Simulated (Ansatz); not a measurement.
# Generalised stacking fault on (111) (shuffle set) of a GaAs-GaSb solid solution (48 atoms): support functions against a reference, part 2 of 3

Wanted: errors and times of a linear-scaling basis for generalised stacking fault on (111) (shuffle set) of a GaAs-GaSb solid solution (48 atoms). A setting counts as converged where the r.m.s. difference of forces stays under 1 % of the r.m.s. force.

Ansatz 0.2.0; Kohn-Sham DFT, PBE, PAW (set soft_2), plane waves.

The cell: 24 Ga, 10 Sb and 14 As. The host structure and its lattice constant were typed by rule, without a check against the phase diagram. No spin–orbit coupling is included.

So far. Step 4 (Support functions low): Forces differ from the reference by 0.54 meV/Å r.m.s., 0.10 % of their size, well within a tolerance of 1 %; the energy by -1.5 meV/atom. It took 2.5 min and 12 cycles; the reference's time can't be set against it, since the two runs asked for unlike analyses. The two runs also began from different starting densities, which bears on cycles and time.

### Step 6. Support functions medium, spacing 0.411 Å (grid laid 0.398 Å)

The grid spacing sets how fine a wave the support functions can hold. The typed value is an upper bound: the grid laid has 24×18×54 points, 0.398 Å apart at most.

This step: Kohn-Sham DFT, PBE, PAW (set soft_2), localised support functions (medium) (Ansatz 0.2.0).

File input.yaml:

```yaml
crystal:
  lattice:
    - [8.2665, 0.0, 0.0]
    - [0.0, 7.159, 0.0]
    - [0.68885, 0.0, 20.24871]
  atoms:
    [... the 48 atom lines of step 2 ...]
kpoints:
  mp_grid: { grid: [2, 2, 1] }
hamiltonian:
  xc: pbe
scf:
  occupations: { method: fermi_dirac, width: 0.05 }
  eigensolver: { kind: { support_functions: { accuracy: medium, spacing: 0.411 } } }
  mixing: { beta: 0.4 }
  max_iter: 150
output:
  forces: true
```

Started as:

```bash
$ ansatz run input.yaml --threads 4 --pin off --max-ram 8192MiB --backend cpu --events-out ev --progress --plain --runs-dir out
```

Numbers of over 12 decimals in the logs are rounded to 6 here.

The program printed:

```text
Warning: scf.eigensolver.kind.support_functions: disabling space-group detection — the functions' gradient is summed over unrotated k-points, so no spatial operation reduces the k-mesh or symmetrises the density; time reversal is kept, so that k and −k are solved as one point where they differ and the mesh holds both, and exact exchange and, on two spinor components, a DFT+U term hold to it where the run has them: [...]
settings of this run that can trade accuracy for cost: scf.eigensolver.kind.support_functions [...]
Engine: ansatz 0.2.0, aarch64-unknown-linux-gnu
Pseudopotentials: kind: paw
Pseudopotential: Ga, paw, valence charge 13, recommended cutoff 420 eV (normal), Ga.paw.azcp
Pseudopotential: Sb, paw, valence charge 15, recommended cutoff 420 eV (normal), Sb.paw.azcp
Pseudopotential: As, paw, valence charge 15, recommended cutoff 420 eV (normal), As.paw.azcp
[... 5 lines on functional and potentials left out ...]
Crystal: 48 atoms, lattice volume = 1198.316 Å³
Basis set: ecut = 420 eV, 23373 PW (Γ), exchange–correlation on 120×96×288 points (8 copies of the dense FFT grid, shifted against one another)
Bands: 404, of which v1, the nominal top of the filled ones, is band 336 counted from 1 (335 counted from 0)
Symmetry: 1 space group operations
k-points: 4
[... 7 lines on functional and potentials left out ...]
Initial density: superposition of atomic densities (chi_scale 0.1, normalization cell, long waves kept (reshape's long-wave potential 0.35 eV rms))
Initial wavefunctions: pseudopotential atomic-orbital guess
Eigensolver: Support functions (medium, 24×18×54 points, laid for a spacing of at most 0.411000 Å, radius 4.366880 Å, 2 species' potentials softened for the grid, 3 wholly corrected for its errors in the mean over positions, 3 with the egg-box correction, energy correction by stochastic trace)
Functional: x = pbe(κ = 0.804, μ = 0.219515), c = pbe(β = 0.066725)
SCF iter   1: F=—  HF=-223483.063193 eV  |F-HF|=—  |Δ(HF+E_count)|=         —  Δρ=3.37e-2  dr2=1.09e1  ethr=1.00e-1
preconditioner: auto → Resta (q_TF=auto, 2.478 Å⁻¹)  ε∞=10.0  [insulator: Δε(μ)=0.326 eV  Ē_g=14.880 eV  σ=0.050 eV  W_gap=0.93  n_scr=306 (ndim 8)  ℏωp=22.3 eV  f_vac=0.004  D(μ)=0.89/eV (n_scr^D=2)  ε∞_Penn≈3.2]
SCF iter   2: F=—  HF=-223480.231457 eV  |F-HF|=—  |Δ(HF+E_count)|=    2.83e0  Δρ=3.23e-2  dr2=1.24e1  ethr=1.62e-3
SCF iter   3: F=—  HF=-223477.661892 eV  |F-HF|=—  |Δ(HF+E_count)|=    2.57e0  Δρ=2.59e-2  dr2=7.60e0  ethr=1.62e-3  κ⁻¹=1.0e0(r=1)
SCF iter   4: F=—  HF=-223475.075529 eV  |F-HF|=—  |Δ(HF+E_count)|=    2.59e0  Δρ=6.42e-3  dr2=9.01e-1  ethr=1.13e-3  κ⁻¹=5.4e-3(r=2)
SCF iter   5: F=—  HF=-223474.776925 eV  |F-HF|=—  |Δ(HF+E_count)|=   2.99e-1  Δρ=4.28e-3  dr2=1.95e-1  ethr=1.34e-4  κ⁻¹=4.7e-4(r=3)
SCF iter   6: F=—  HF=-223474.937825 eV  |F-HF|=—  |Δ(HF+E_count)|=   1.61e-1  Δρ=1.71e-3  dr2=4.67e-2  ethr=2.90e-5  κ⁻¹=9.4e-5(r=4)
SCF iter   7: F=—  HF=-223475.005188 eV  |F-HF|=—  |Δ(HF+E_count)|=   6.74e-2  Δρ=8.84e-4  dr2=6.21e-3  ethr=6.94e-6  κ⁻¹=2.0e-5(r=5)
SCF iter   8: F=—  HF=-223475.013833 eV  |F-HF|=—  |Δ(HF+E_count)|=   8.64e-3  Δρ=5.55e-4  dr2=1.25e-3  ethr=9.24e-7  κ⁻¹=4.5e-6(r=6)
SCF iter   9: F=—  HF=-223475.022186 eV  |F-HF|=—  |Δ(HF+E_count)|=   8.35e-3  Δρ=1.57e-4  dr2=3.02e-4  ethr=1.86e-7  κ⁻¹=7.3e-7(r=7)
SCF iter  10: F=—  HF=-223475.025795 eV  |F-HF|=—  |Δ(HF+E_count)|=   3.61e-3  Δρ=1.10e-4  dr2=6.26e-5  ethr=4.49e-8  κ⁻¹=2.7e-7(r=7)
SCF iter  11: F=—  HF=-223475.028366 eV  |F-HF|=—  |Δ(HF+E_count)|=   2.57e-3  Δρ=2.03e-5  dr2=4.25e-6  ethr=9.32e-9  κ⁻¹=6.4e-7(r=7)
```

Wall time 60 s (4 threads of Arm Neoverse V1, shared host); peak memory 1.8 GiB.

Residual by cycle:

cycle, log10 residual and a bar from the least value:
```
        1        1.0 ##############################
        2        1.1 ##############################
        3        0.9 #############################
        4        0.0 #########################
        5       -0.7 ######################
        6       -1.3 ###################
        7       -2.2 ###############
        8       -2.9 ###########
        9       -3.5 #########
       10       -4.2 #####
       11       -5.4
```

The run was cut off at its time limit.

After 11 cycles the residual stands at 4.2e-6.

The session had allowed this step about 60 s.

### Step 7. Support functions medium, spacing 0.343 Å (grid laid 0.338 Å)

The grid spacing sets how fine a wave the support functions can hold. The typed value is an upper bound: the grid laid has 30×24×60 points, 0.338 Å apart at most.

input.yaml, the sections that differ from step 6:

```yaml
scf:
  occupations: { method: fermi_dirac, width: 0.05 }
  eigensolver: { kind: { support_functions: { accuracy: medium, spacing: 0.343 } } }
  mixing: { beta: 0.4 }
  max_iter: 150
# crystal, kpoints, hamiltonian, output: as in step 6
```

The program printed:

```text
[...]
Crystal: 48 atoms, lattice volume = 1198.316 Å³
Basis set: ecut = 420 eV, 23373 PW (Γ), exchange–correlation on 120×96×288 points (8 copies of the dense FFT grid, shifted against one another)
Bands: 404, of which v1, the nominal top of the filled ones, is band 336 counted from 1 (335 counted from 0)
Symmetry: 1 space group operations
k-points: 4
[...]
SCF iter   1: F=—  HF=-223609.951592 eV  |F-HF|=—  |Δ(HF+E_count)|=         —  Δρ=2.92e-2  dr2=8.19e0  ethr=1.00e-1
[...]
SCF iter  12: F=-223628.974163 eV  HF=-223628.974163 eV  |F-HF|=3.58e-7  |Δ(HF+E_count)|=   2.94e-6  Δρ=8.83e-6  dr2=8.35e-7  ethr=3.70e-10
SCF 1 converged in 12 iterations: F = -223628.998500 eV  dr2 = 8.35e-7
[...]
SCF converged after 12 iterations
[...]
Free energy (F): -223628.998500 eV
[...]
Internal energy: -223628.962755 eV  (E = F + TS)
E sigma→0 (E₀):  -223628.980628 eV
Entropy (-TS):   -0.035745 eV (-0.745 meV/atom)
Fermi energy:    8.194710 eV
[...]
--- Forces (eV/Å), atoms counted from 1 ---
  atom   1  Ga     0.94970622     0.49142714     0.19808862
  atom   2  Sb    -0.30714532     0.13167099    -0.79672229
  atom   3  Ga    -0.78566165     0.71757914     0.98000922
  atom   4  As    -0.08215997     0.04808641    -0.16398874
  atom   5  Ga    -0.63772573     0.43265076     0.84712101
  atom   6  As    -0.62025289     0.00312010    -0.10920085
  atom   7  Ga     1.06597447    -0.47125770     0.29595623
  atom   8  As    -0.03185680    -0.04592782    -0.03172984
  atom   9  Ga     0.50459386    -0.09117558     1.36600948
  atom  10  As    -0.66924858     0.01883933    -0.16198877
  atom  11  Ga    -1.05401459    -0.81110645     0.63407106
  atom  12  As    -0.28025274    -0.19944603    -0.11518801
  atom  13  Ga     0.08734169     0.03386478    -0.04720710
  atom  14  As    -0.07571497     0.13101622     0.07218058
[...]
atom  47  Ga     0.10242861    -0.05583835    -1.21952461
  atom  48  Sb    -0.11413513     0.24281199    -0.02977801
  max |Σ_I F_I| component: 1.02e0 eV/Å
--- Band table (eV) ---
[...]
```

It took 81 s on 4 threads; peak memory 2.1 GiB.

The program notes that the forces don't sum to zero within tolerance and the grid leaves an egg-box force.

Forces differ from the reference by 15 meV/Å r.m.s., 2.9 % of their size, over a tolerance of 1 %; the energy by +44 meV/atom. The two runs also began from different starting densities, which bears on cycles and time. The setting is coarser than the default on purpose.

### Step 8. Support functions medium, spacing 0.297 Å (grid laid 0.281 Å)

The grid spacing sets how fine a wave the support functions can hold. The typed value is an upper bound: the grid laid has 30×30×72 points, 0.281 Å apart at most.

input.yaml, the sections that differ from step 7:

```yaml
scf:
  occupations: { method: fermi_dirac, width: 0.05 }
  eigensolver: { kind: { support_functions: { accuracy: medium, spacing: 0.297 } } }
  mixing: { beta: 0.4 }
  max_iter: 150
# crystal, kpoints, hamiltonian, output: as in step 7
```

The program printed:

```text
[...]
Crystal: 48 atoms, lattice volume = 1198.316 Å³
Basis set: ecut = 420 eV, 23373 PW (Γ), exchange–correlation on 120×96×288 points (8 copies of the dense FFT grid, shifted against one another)
Bands: 404, of which v1, the nominal top of the filled ones, is band 336 counted from 1 (335 counted from 0)
Symmetry: 1 space group operations
k-points: 4
[...]
SCF iter   1: F=—  HF=-223612.616034 eV  |F-HF|=—  |Δ(HF+E_count)|=         —  Δρ=3.02e-2  dr2=8.38e0  ethr=1.00e-1
[...]
SCF iter  13: F=-223631.255516 eV  HF=-223631.255515 eV  |F-HF|=1.58e-7  |Δ(HF+E_count)|=   2.88e-8  Δρ=3.87e-6  dr2=2.17e-7  ethr=1.59e-10
SCF 1 converged in 13 iterations: F = -223631.280714 eV  dr2 = 2.17e-7
[...]
SCF converged after 13 iterations
[...]
Free energy (F): -223631.280714 eV
[...]
Internal energy: -223631.245687 eV  (E = F + TS)
E sigma→0 (E₀):  -223631.263200 eV
Entropy (-TS):   -0.035027 eV (-0.730 meV/atom)
Fermi energy:    8.203285 eV
[...]
--- Forces (eV/Å), atoms counted from 1 ---
  atom   1  Ga     0.95215559     0.49690144     0.20409200
  atom   2  Sb    -0.30909403     0.12802200    -0.78960231
  atom   3  Ga    -0.78858475     0.73491993     0.98058062
  atom   4  As    -0.08231892     0.04762914    -0.12638848
  atom   5  Ga    -0.63788065     0.43797482     0.84888615
  atom   6  As    -0.62367703     0.00674805    -0.08289474
  atom   7  Ga     1.06588172    -0.45062030     0.28664991
  atom   8  As    -0.03167993    -0.04726372     0.00669759
  atom   9  Ga     0.50945001    -0.08608946     1.36711827
  atom  10  As    -0.67196859     0.02315470    -0.13353622
  atom  11  Ga    -1.05200705    -0.80607635     0.63313985
  atom  12  As    -0.28053797    -0.20565147    -0.07658007
  atom  13  Ga     0.08567967     0.04223836    -0.05426470
  atom  14  As    -0.07544566     0.13747958     0.11101924
[...]
atom  47  Ga     0.10376448    -0.05057874    -1.21313085
  atom  48  Sb    -0.11461034     0.24274362     0.00393764
  max |Σ_I F_I| component: 1.87e-1 eV/Å
--- Band table (eV) ---
[...]
```

Wall time 94 s (4 threads); peak memory 2.4 GiB; 5.7 min of CPU time.

Forces differ from the reference by 5.2 meV/Å r.m.s., 0.99 % of their size, within a tolerance of 1 %; the energy by -4.0 meV/atom. The two runs also began from different starting densities, which bears on cycles and time. The setting is coarser than the default on purpose.

### Step 9. Support functions medium, spacing 0.263 Å (grid laid 0.239 Å)

The grid spacing sets how fine a wave the support functions can hold. The typed value is an upper bound: the grid laid has 36×30×90 points, 0.239 Å apart at most.

input.yaml, the sections that differ from step 8:

```yaml
scf:
  occupations: { method: fermi_dirac, width: 0.05 }
  eigensolver: { kind: { support_functions: { accuracy: medium, spacing: 0.263 } } }
  mixing: { beta: 0.4 }
  max_iter: 150
# crystal, kpoints, hamiltonian, output: as in step 8
```

The program printed:

```text
[...]
Crystal: 48 atoms, lattice volume = 1198.316 Å³
Basis set: ecut = 420 eV, 23373 PW (Γ), exchange–correlation on 120×96×288 points (8 copies of the dense FFT grid, shifted against one another)
Bands: 404, of which v1, the nominal top of the filled ones, is band 336 counted from 1 (335 counted from 0)
Symmetry: 1 space group operations
k-points: 4
[...]
SCF iter   1: F=—  HF=-223613.037999 eV  |F-HF|=—  |Δ(HF+E_count)|=         —  Δρ=3.02e-2  dr2=8.39e0  ethr=1.00e-1
[...]
SCF iter  12: F=—  HF=-223631.147171 eV  |F-HF|=—  |Δ(HF+E_count)|=   1.30e-3  Δρ=1.34e-5  dr2=2.50e-6  ethr=1.15e-9  κ⁻¹=3.8e-7(r=7)
SCF iter  13: F=-223631.147171 eV  HF=-223631.147171 eV  |F-HF|=1.63e-7  |Δ(HF+E_count)|=   4.46e-7  Δρ=5.89e-6  dr2=6.37e-7  ethr=3.72e-10
SCF 1 converged in 13 iterations: F = -223631.173829 eV  dr2 = 6.37e-7
[...]
SCF converged after 13 iterations
[...]
Free energy (F): -223631.173829 eV
[...]
Internal energy: -223631.138773 eV  (E = F + TS)
E sigma→0 (E₀):  -223631.156301 eV
Entropy (-TS):   -0.035056 eV (-0.730 meV/atom)
Fermi energy:    8.202789 eV
[...]
Σ components = -223631.173829   (vs F -223631.173829, Δ=0.00e0)
--- Forces (eV/Å), atoms counted from 1 ---
  atom   1  Ga     0.94527238     0.49741874     0.21279760
  atom   2  Sb    -0.31895365     0.12622115    -0.78974705
  atom   3  Ga    -0.79692202     0.73580048     0.99213273
  atom   4  As    -0.07921068     0.04627109    -0.12736256
[...]
atom  48  Sb    -0.12267735     0.24110724     0.00133684
  max |Σ_I F_I| component: 1.14e-2 eV/Å
--- Band table (eV) ---
[...]
```

It took 2.2 min on 4 threads; peak memory 2.7 GiB; 8.1 min of CPU time.

Keys that differ from the reference: support_functions.accuracy = "medium", support_functions.spacing = 0.263, scf.max_iter = 150 and scf.mixing.beta = 0.4.

Forces differ from the reference by 0.61 meV/Å r.m.s., 0.12 % of their size, well within a tolerance of 1 %; the energy by -1.8 meV/atom. The two runs also began from different starting densities, which bears on cycles and time.

### Step 10. Support functions medium, spacing 0.206 Å (grid laid 0.199 Å)

The grid spacing sets how fine a wave the support functions can hold. The typed value is an upper bound: the grid laid has 48×36×108 points, 0.199 Å apart at most.

input.yaml, the sections that differ from step 9:

```yaml
scf:
  occupations: { method: fermi_dirac, width: 0.05 }
  eigensolver: { kind: { support_functions: { accuracy: medium, spacing: 0.206 } } }
  mixing: { beta: 0.4 }
  max_iter: 150
# crystal, kpoints, hamiltonian, output: as in step 9
```

The program printed:

```text
[...]
Crystal: 48 atoms, lattice volume = 1198.316 Å³
Basis set: ecut = 420 eV, 23373 PW (Γ), exchange–correlation on 120×96×288 points (8 copies of the dense FFT grid, shifted against one another)
Bands: 404, of which v1, the nominal top of the filled ones, is band 336 counted from 1 (335 counted from 0)
Symmetry: 1 space group operations
k-points: 4
[...]
SCF iter   1: F=—  HF=-223613.193275 eV  |F-HF|=—  |Δ(HF+E_count)|=         —  Δρ=3.03e-2  dr2=8.39e0  ethr=1.00e-1
[...]
SCF iter  12: F=—  HF=-223631.125558 eV  |F-HF|=—  |Δ(HF+E_count)|=   1.64e-3  Δρ=1.48e-5  dr2=2.15e-6  ethr=9.02e-10  κ⁻¹=3.7e-7(r=7)
SCF iter  13: F=-223631.125558 eV  HF=-223631.125558 eV  |F-HF|=1.37e-7  |Δ(HF+E_count)|=   6.83e-7  Δρ=6.29e-6  dr2=4.18e-7  ethr=3.21e-10
SCF 1 converged in 13 iterations: F = -223631.157655 eV  dr2 = 4.18e-7
[...]
SCF converged after 13 iterations
[...]
Free energy (F): -223631.157655 eV
[...]
Internal energy: -223631.122779 eV  (E = F + TS)
E sigma→0 (E₀):  -223631.140217 eV
Entropy (-TS):   -0.034876 eV (-0.727 meV/atom)
Fermi energy:    8.203384 eV
[...]
Σ components = -223631.157655   (vs F -223631.157655, Δ=0.00e0)
--- Forces (eV/Å), atoms counted from 1 ---
  atom   1  Ga     0.94519284     0.49642905     0.21239704
  atom   2  Sb    -0.31813538     0.12780739    -0.78925472
  atom   3  Ga    -0.79626900     0.73532901     0.99144121
  atom   4  As    -0.07940486     0.04686526    -0.12668549
[...]
atom  48  Sb    -0.12146758     0.24229762     0.00053889
  max |Σ_I F_I| component: 3.82e-3 eV/Å
--- Band table (eV) ---
[...]
```

Elapsed: 2.6 min, on 4 threads; peak memory 3.7 GiB.

Keys that differ from the reference: support_functions.accuracy = "medium", support_functions.spacing = 0.206, scf.max_iter = 150 and scf.mixing.beta = 0.4.

Forces differ from the reference by 0.45 meV/Å r.m.s., 0.086 % of their size, well within a tolerance of 1 %; the energy by -1.5 meV/atom. It took 2.6 min and 13 cycles; the reference's time can't be set against it, since the two runs asked for unlike analyses. The two runs also began from different starting densities, which bears on cycles and time.

### Step 11. Support functions medium, spacing 0.183 Å (grid laid 0.172 Å)

The grid spacing sets how fine a wave the support functions can hold. The typed value is an upper bound: the grid laid has 48×48×120 points, 0.172 Å apart at most.

input.yaml, the sections that differ from step 10:

```yaml
scf:
  occupations: { method: fermi_dirac, width: 0.05 }
  eigensolver: { kind: { support_functions: { accuracy: medium, spacing: 0.183 } } }
  mixing: { beta: 0.4 }
  max_iter: 150
# crystal, kpoints, hamiltonian, output: as in step 10
```

The program printed:

```text
[...]
Crystal: 48 atoms, lattice volume = 1198.316 Å³
Basis set: ecut = 420 eV, 23373 PW (Γ), exchange–correlation on 120×120×300 points (8 copies of the dense FFT grid, shifted against one another)
Bands: 404, of which v1, the nominal top of the filled ones, is band 336 counted from 1 (335 counted from 0)
Symmetry: 1 space group operations
k-points: 4
[...]
SCF iter   1: F=—  HF=-223613.233672 eV  |F-HF|=—  |Δ(HF+E_count)|=         —  Δρ=3.03e-2  dr2=8.39e0  ethr=1.00e-1
[...]
SCF iter  14: F=—  HF=-223631.131261 eV  |F-HF|=—  |Δ(HF+E_count)|=   7.08e-7  Δρ=8.26e-6  dr2=4.12e-7  ethr=1.57e-10  κ⁻¹=1.0e-5(r=7)
SCF iter  15: F=-223631.131260 eV  HF=-223631.131260 eV  |F-HF|=5.41e-8  |Δ(HF+E_count)|=   9.90e-7  Δρ=1.73e-6  dr2=4.02e-8  ethr=6.14e-11
SCF 1 converged in 15 iterations: F = -223631.157515 eV  dr2 = 4.02e-8
[...]
SCF converged after 15 iterations
[...]
Free energy (F): -223631.157515 eV
[...]
Internal energy: -223631.122525 eV  (E = F + TS)
E sigma→0 (E₀):  -223631.140020 eV
Entropy (-TS):   -0.034990 eV (-0.729 meV/atom)
Fermi energy:    8.202874 eV
[...]
Σ components = -223631.157515   (vs F -223631.157515, Δ=0.00e0)
--- Forces (eV/Å), atoms counted from 1 ---
  atom   1  Ga     0.94520366     0.49608864     0.21265150
  atom   2  Sb    -0.31801675     0.12647297    -0.78940696
  atom   3  Ga    -0.79685758     0.73452940     0.99119484
  atom   4  As    -0.07951521     0.04617345    -0.12727130
[...]
atom  48  Sb    -0.12240760     0.24213525     0.00099091
  max |Σ_I F_I| component: 8.00e-3 eV/Å
--- Band table (eV) ---
[...]
```

It took 3.4 min on 4 threads; peak memory 4.4 GiB.

Keys that differ from the reference: support_functions.accuracy = "medium", support_functions.spacing = 0.183, scf.max_iter = 150 and scf.mixing.beta = 0.4.

Forces differ from the reference by 0.44 meV/Å r.m.s., 0.085 % of their size, well within a tolerance of 1 %; the energy by -1.5 meV/atom. It took 3.4 min and 15 cycles; the reference's time can't be set against it, since the two runs asked for unlike analyses. The two runs also began from different starting densities, which bears on cycles and time.

(Continued in part 3 of 3.)

[Logs are printed without paths, hosts, clocks, repeated set-up lines and the standing remarks that a program may print on its own settings, such as how far it seeks lower states.]

[Hosts, paths, dates, database ids (printed as entryN), source tags and the programs' standing remarks are cut or masked in the printed files.]
